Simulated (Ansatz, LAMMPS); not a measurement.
# Structural relaxation of ionic liquid EMIM+ FSI- with water, from a frame at 400 K (93 atoms)

Aim: bring ionic liquid EMIM+ FSI- with water, from a frame at 400 K (93 atoms) to a nearby minimum of the energy and see what moves.

Method: Kohn-Sham DFT, RPBE+D3(BJ), PAW (set soft_2), plane waves, in Ansatz 0.2.0.

Most raw output is cut from this account.

## (1) Set-up

The cell holds 93 atoms: 18 C, 9 N, 39 H, 6 S, 15 O and 6 F. Its edges and angles: a = 10.310 Å, b = 10.310 Å, c = 10.310 Å, α = 90.0°, β = 90.0°, γ = 90.0°. 3 EMIM+, 3 FSI-, 3 H2O placed at random, at 1.41 g/cm³; overlaps pushed apart, then 10 ps at 700 K with MMFF94 bonds, angles, torsions, charges and radii (Halgren, J. Comput. Chem. 17, 490 (1996)) in harmonic and 12-6 forms; SPC/E water (Berendsen, Grigera and Straatsma, J. Phys. Chem. 91, 6269 (1987)); charges of ions scaled by 0.8. Snapshot after 30 ps at 400 K and fixed volume.

Limits known from the start: The network of contacts between molecules at the start is that of the classical potential that made the cell. The density was typed from a rule of thumb and may lie off the real one at this temperature. Sampling is at Γ alone, for a cell whose shortest periodic width is 10 Å.

## (2) How the cell was made

A classical potential supplies the starting structure, since it reaches far longer times than DFT.

This step: classical MD, MMFF94 bonds, angles, torsions, charges and radii (Halgren, J. Comput. Chem. 17, 490 (1996)) in harmonic and 12-6 forms; SPC/E water (Berendsen, Grigera and Straatsma, J. Phys. Chem. 91, 6269 (1987)); charges of ions scaled by 0.8 (LAMMPS 22 Jul 2025 - Update 4).

The input, in.lmp:

```
# ionic liquid EMIM+ FSI- with water
units real
atom_style full
boundary p p p
bond_style harmonic
angle_style harmonic
dihedral_style opls
improper_style harmonic
special_bonds lj 0 0 0.5 coul 0 0 0.75
read_data data.lmp
neigh_modify delay 0 every 1 check yes one 4000
comm_modify cutoff 12.0
timestep 0.5
thermo_style custom step time temp pe press density
thermo_modify norm yes
# push overlapping molecules apart
pair_style soft 2.6
pair_coeff * * 0.0
variable a equal ramp(1,60)
fix ad all adapt 1 pair soft a * * v_a
velocity all create 700 137187 mom yes dist gaussian
fix lim all nve/limit 0.03
fix lan all langevin 700 700 50 137188 zero yes
thermo 1000
run 3000 post no
unfix ad
pair_style lj/cut/coul/long 9.0
pair_modify mix arithmetic tail yes
pair_coeff 1 1 0.0678 3.3680   # C
pair_coeff 2 2 0.0721 3.1460   # N
pair_coeff 3 3 0.0678 3.5860   # C
pair_coeff 4 4 0.0678 3.3270   # C
pair_coeff 5 5 0.0216 2.5400   # H
pair_coeff 6 6 0.0721 3.5530   # N
# [... 24 lines left out ...]
compute msd all msd com yes
thermo 7500
fix md all nvt temp 400 400 100
run 30000 post no
print "== T400: mean square displacement over the hold $(c_msd[4]:%.2f) A^2"
unfix md
uncompute msd
write_dump all custom T400.dump id type xs ys zs modify sort id
```

Command:

```
$ lmp -in in.lmp -log none -nocite
```

Elapsed: 15 s, on 1 thread of Arm Neoverse V2, shared host; peak memory 0.12 GiB.

The input also reads data.lmp (atoms, bonds and types; not printed here).

## (3) Single point at the start

The forces at the start show how far the geometry lies from a minimum of this functional.

The input, input.yaml:

```yaml
crystal:
  lattice:
    - [10.30994, 0.0, 0.0]
    - [0.0, 10.30994, 0.0]
    - [0.0, 0.0, 10.30994]
  atoms:
    - { symbol: C, position: [0.52436, 0.41632, 0.04009] }
    - { symbol: C, position: [0.65575, 0.48879, 0.03377] }
    - { symbol: "N", position: [0.75868, 0.42346, 0.10552] }
    - { symbol: C, position: [0.78879, 0.28835, 0.10259] }
    - { symbol: C, position: [0.90002, 0.27272, 0.17817] }
    - { symbol: "N", position: [0.9256, 0.39266, 0.23109] }
    - { symbol: C, position: [0.02707, 0.4238, 0.31676] }
    - { symbol: C, position: [0.82991, 0.47244, 0.19697] }
    - { symbol: H, position: [0.519, 0.33658, 0.96554] }
    - { symbol: H, position: [0.44846, 0.48874, 0.01633] }
    - { symbol: H, position: [0.51707, 0.37492, 0.14095] }
    - { symbol: H, position: [0.70151, 0.50699, 0.93246] }
    - { symbol: H, position: [0.6577, 0.58862, 0.08435] }
    - { symbol: H, position: [0.73149, 0.2301, 0.03559] }
    - { symbol: H, position: [0.97081, 0.19344, 0.19359] }
    - { symbol: H, position: [0.08341, 0.32984, 0.32034] }
    - { symbol: H, position: [0.98371, 0.44399, 0.41882] }
    - { symbol: H, position: [0.08698, 0.5062, 0.28282] }
    - { symbol: H, position: [0.80918, 0.56192, 0.24123] }
    - { symbol: C, position: [0.36899, 0.04026, 0.94359] }
    - { symbol: C, position: [0.41445, 0.94753, 0.83857] }
    - { symbol: "N", position: [0.3173, 0.86578, 0.79971] }
    - { symbol: C, position: [0.31874, 0.7321, 0.80395] }
    - { symbol: C, position: [0.20096, 0.68163, 0.76708] }
    - { symbol: "N", position: [0.13286, 0.78868, 0.72878] }
    - { symbol: C, position: [0.99642, 0.78195, 0.67841] }
    - { symbol: C, position: [0.20343, 0.90255, 0.74418] }
    - { symbol: H, position: [0.32475, 0.97905, 0.02521] }
    - { symbol: H, position: [0.29246, 0.11002, 0.91759] }
    - { symbol: H, position: [0.44193, 0.10136, 0.97668] }
    - { symbol: H, position: [0.43787, 0.01698, 0.76041] }
    - { symbol: H, position: [0.50099, 0.89138, 0.85837] }
    - { symbol: H, position: [0.40116, 0.68566, 0.8471] }
    - { symbol: H, position: [0.15805, 0.58752, 0.76668] }
    - { symbol: H, position: [0.96591, 0.88094, 0.67619] }
    - { symbol: H, position: [0.93553, 0.72745, 0.7475] }
    - { symbol: H, position: [0.008, 0.7374, 0.57696] }
    - { symbol: H, position: [0.18215, 0.99502, 0.71296] }
    - { symbol: C, position: [0.5884, 0.50813, 0.6531] }
    - { symbol: C, position: [0.66416, 0.48637, 0.53192] }
    - { symbol: "N", position: [0.6221, 0.36537, 0.46964] }
    - { symbol: C, position: [0.69848, 0.24983, 0.47866] }
    - { symbol: C, position: [0.62764, 0.1518, 0.42234] }
    - { symbol: "N", position: [0.511, 0.20611, 0.38761] }
    - { symbol: C, position: [0.39761, 0.13119, 0.35019] }
    - { symbol: C, position: [0.50862, 0.33139, 0.42548] }
    - { symbol: H, position: [0.59707, 0.43416, 0.7288] }
    - { symbol: H, position: [0.48285, 0.5137, 0.63885] }
    - { symbol: H, position: [0.61582, 0.59675, 0.69114] }
    - { symbol: H, position: [0.64328, 0.56652, 0.46657] }
    - { symbol: H, position: [0.75986, 0.47586, 0.55686] }
    - { symbol: H, position: [0.78713, 0.26667, 0.52626] }
    - { symbol: H, position: [0.64841, 0.0553, 0.4073] }
    - { symbol: H, position: [0.3969, 0.03455, 0.39842] }
    - { symbol: H, position: [0.3831, 0.13246, 0.24579] }
    - { symbol: H, position: [0.31936, 0.19253, 0.38657] }
    - { symbol: H, position: [0.42775, 0.40158, 0.41145] }
    - { symbol: "N", position: [0.02416, 0.41029, 0.93324] }
    - { symbol: S, position: [0.17247, 0.40111, 0.96853] }
    - { symbol: O, position: [0.25912, 0.40776, 0.86126] }
    - { symbol: O, position: [0.20984, 0.31404, 0.07739] }
    - { symbol: F, position: [0.19538, 0.53569, 0.03841] }
    - { symbol: S, position: [0.98362, 0.30849, 0.82671] }
    - { symbol: O, position: [0.07774, 0.20643, 0.80684] }
    - { symbol: O, position: [0.84981, 0.272, 0.8192] }
    - { symbol: F, position: [0.01172, 0.40045, 0.70348] }
    - { symbol: "N", position: [0.82682, 0.92003, 0.15748] }
    - { symbol: S, position: [0.81532, 0.89545, 0.01003] }
    - { symbol: O, position: [0.73827, 0.99068, 0.9481] }
    - { symbol: O, position: [0.78271, 0.76577, 0.96757] }
    - { symbol: F, position: [0.95805, 0.91671, 0.9521] }
    - { symbol: S, position: [0.94128, 0.8479, 0.22332] }
    - { symbol: O, position: [0.95723, 0.88906, 0.35592] }
    - { symbol: O, position: [0.97634, 0.71582, 0.19364] }
    - { symbol: F, position: [0.05246, 0.9291, 0.15948] }
    - { symbol: "N", position: [0.32335, 0.77928, 0.25972] }
    - { symbol: S, position: [0.30174, 0.75119, 0.41192] }
    - { symbol: O, position: [0.40342, 0.78477, 0.50071] }
    [... 9 atom lines left out ...]
    - { symbol: O, position: [0.30098, 0.25094, 0.62975] }
    - { symbol: H, position: [0.35308, 0.24657, 0.71144] }
    - { symbol: H, position: [0.2083, 0.26954, 0.65147] }
    - { symbol: O, position: [0.94968, 0.09609, 0.48708] }
    - { symbol: H, position: [0.88694, 0.04461, 0.5402] }
    - { symbol: H, position: [0.00366, 0.03591, 0.43348] }
kpoints:
  mp_grid: { grid: [1, 1, 1] }
hamiltonian:
  xc: rpbe
  dispersion: d3bj
scf:
  occupations: { method: fermi_dirac, width: 0.025 }
output:
  forces: true
  stress: true
  populations: intrinsic
  dos:
    method: { smearing: { sigma: 0.1 } }
    de: 0.1
    projected: { site_lists: { C: [C], F: [F], H: [H], "N": ["N"], O: [O] } }
  eigenvalues: true
```

Command:

```
$ ansatz run input.yaml --threads 4 --pin off --max-ram 8192MiB --backend cpu --events-out ev --progress --plain --runs-dir out
```

Run time: 9.5 s. Hardware: 4 threads of Arm Neoverse V2, shared host; peak memory 1.2 GiB.

The program notes that the dispersion model switches parameters near this geometry.

The run gave:

```
free energy                                      : -27473.2864 eV
free energy per atom                             : -295.4117 eV/atom
SCF cycles                                       : 10
pressure                                         : 1.866 GPa
r.m.s. force component                           : 1.097 eV/Å
longest force                                    : 4.528 eV/Å
Fermi energy                                     : 1.842 eV
gap (highest filled to lowest empty level) : 4.167 eV
```

The r.m.s. force component of 1.1 eV/Å and the pressure of 1.9 GPa set the starting point.

Length of the force by element:

```
element  coordination  atoms  mean length of the force (eV/Å)  spread  least  most
      C           all     18                             2.31   0.929  0.827  3.96
      F           all      6                             1.44   0.532  0.709  2.44
      H           all     39                             1.23   0.618  0.312  2.74
      N           all      9                             2.16    1.19  0.511  4.53
      O           all     15                             1.30   0.650  0.486  2.84
      S           all      6                             2.76   0.792   1.58  4.13
```

## (4) Relaxation

With the cell held, the atoms are moved downhill towards a nearby minimum.

input.yaml, the sections that differ from step 3:

```yaml
output:
  forces: true
relax:
  f_tol: 0.05
  max_steps: 200
# crystal, kpoints, hamiltonian, scf: as in step 3
```

The job ended after 5.3 min (4 threads; peak memory 1.2 GiB).

The steps of the relaxation (22 of 68):

```csv
step,energy less that of the first step (eV),largest force component (eV/Å)
1,0.0000,3.8495
4,-5.0497,1.5910
7,-5.4959,0.4862
11,-5.6539,0.8121
14,-5.7245,0.4136
17,-5.8237,0.4120
20,-5.8616,1.2383
23,-5.9102,0.4277
27,-5.9448,0.2194
30,-5.9560,0.2457
33,-5.9740,0.1562
36,-5.9956,0.4968
39,-5.9154,0.5922
42,-6.0593,0.1249
46,-6.0689,0.3455
49,-6.0769,0.2132
52,-6.0860,0.2172
55,-6.0989,0.2408
58,-6.1262,0.2284
62,-6.1485,0.1420
65,-6.1564,0.0969
68,-6.1581,0.0441
```

Relaxation steps 8, 12, 20, 39, 61 were tried and not accepted.

The atoms that moved most (Å):

| atom | dx | dy | dz | length |
| --- | --- | --- | --- | --- |
| O83 | 1.837 | 0.875 | 0.410 | 2.076 |
| N76 | 1.008 | -1.328 | 0.674 | 1.798 |
| H90 | -0.906 | -1.028 | -0.889 | 1.633 |
| O65 | -0.065 | 1.577 | -0.386 | 1.625 |
| H89 | -1.410 | -0.198 | -0.480 | 1.502 |
| H33 | -0.708 | 0.560 | 1.200 | 1.502 |
| H9 | 0.221 | -0.451 | 1.325 | 1.417 |
| O88 | -0.902 | -0.806 | -0.431 | 1.284 |

The relaxation changed the energy by -66.2 meV/atom, and atoms moved by 0.83 Å r.m.s., 2.1 Å at most.

## (5) Local order after relaxation

Density 1.41 g/cm³, 11.78 Å³ an atom.

g(r), total and by pair (bins of 0.2 Å):

```
r (Å)  total   H-H    H-C   H-O   H-N   H-F   H-S
 0.90   0.64  0.00   0.00  4.71  0.00  0.00  0.00
 1.10   2.88  0.00  17.75  0.00  0.00  0.00  0.00
 1.30   0.82  0.00   0.00  0.00  0.00  0.00  0.00
 1.50   1.29  0.74   0.00  0.00  0.00  0.00  0.00
 1.70   0.98  3.82   0.00  0.00  0.00  0.00  0.00
 1.90   0.11  0.00   0.00  0.83  0.00  0.00  0.00
 2.10   1.04  0.00   1.99  0.32  7.46  0.00  0.00
 2.30   0.59  0.31   0.76  0.70  0.24  0.68  0.00
 2.50   1.49  2.38   0.37  1.20  0.00  0.60  0.00
 2.70   0.59  1.11   0.43  0.92  1.15  1.27  0.00
 2.90   0.74  0.67   1.74  1.15  0.31  1.13  0.22
 3.10   0.93  1.31   0.83  0.94  0.66  1.17  1.73
 3.30   1.04  0.73   1.72  0.89  0.93  0.69  1.54
 3.50   1.04  1.30   1.08  1.21  0.41  0.90  0.77
 3.70   0.95  1.00   0.64  0.49  0.53  1.23  1.09
 3.90   1.00  1.03   1.04  1.30  1.14  0.74  0.99
 4.10   1.04  0.45   1.10  1.46  1.54  1.10  1.79
 4.30   0.92  0.97   0.88  0.98  1.21  1.01  1.00
 4.50   1.13  0.82   0.86  1.22  1.52  1.94  0.83
 4.70   0.95  0.96   0.90  0.74  1.06  1.27  1.09
 4.90   0.96  1.24   0.57  0.93  0.93  0.85  1.31
 5.10   0.92  0.88   0.98  1.00  0.67  0.86  1.43
```

(Continued in part 2 of 2.)

[Logs are printed without paths, hosts, clocks, repeated set-up lines and the standing remarks that a program may print on its own settings, such as how far it seeks lower states.]

[Hosts, paths, dates, database ids (printed as entryN), source tags and the programs' standing remarks are cut or masked in the printed files.]

[The MMFF94 radii named for the starting cell were scaled by 0.96; in molecules described by MMFF94, hydrogen bound to N, O or S took a small fixed 12-6 site in their place.]
